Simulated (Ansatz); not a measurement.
# Calculated records

```json
{"subject": "BaWO4 (I4_1/a): spin-orbit coupling beyond the local functionals", "lattice_ang": [[-2.8334, 2.8334, 6.3693], [2.8334, -2.8334, 6.3693], [2.8334, 2.8334, -6.3693]], "atoms": [["Ba", 0.25, 0.75, 0.5], ["Ba", 0.5, 0.5, 0.0], ["W", 0.75, 0.25, 0.5], ["W", 0.0, 0.0, 0.0], ["O", 0.1521, 0.0469, 0.3562], ["O", 0.6907, 0.7959, 0.6438], ["O", 0.0593, 0.4541, 0.8562], ["O", 0.5459, 0.4021, 0.6053], ["O", 0.2041, 0.8479, 0.8947], ["O", 0.9531, 0.3093, 0.1053], ["O", 0.7969, 0.9407, 0.3947], ["O", 0.5979, 0.2031, 0.1438]], "method": "DFT, HSE06 with spin-orbit coupling, plane waves, PAW (and 1 further level or step)", "program": "Ansatz 0.2.0", "settings_of_one_run": "cutoff 420 eV, 4×4×4 k-mesh, default PAW, PAW set soft 2", "cost": "2 runs, 4.8 min in all on 1 × NVIDIA H100 80GB HBM3 (shared by 6 runs) with 3 threads of AMD EPYC 7R13 (Zen 3), shared host (the runs of this entry)", "notes": "The program’s warnings: device shed. The cell and positions are those that the Materials Project relaxed with its own functionals (PBE, PBE+U or r2SCAN), kept fixed. The lattice is static and excitons are left out.", "results": {"hse06": "6.24 eV", "hse06_soc": "6.19 eV"}}
```

[Paths, hosts, dates, memory and timing lines, banners, echoed tables and standing remarks are left out of the program output.]

[Logs are printed without paths, hosts, clocks, repeated set-up lines and the standing remarks that a program may print on its own settings, such as how far it seeks lower states.]

[Runs of the session that timed out or met a known fault of the program may be left out.]

[Cells called generated may have been cut or substituted from an entry of the Crystallography Open Database or the Materials Project.]

[Hosts, paths, dates, database ids (printed as entryN), source tags and the programs' standing remarks are cut or masked in the printed files.]
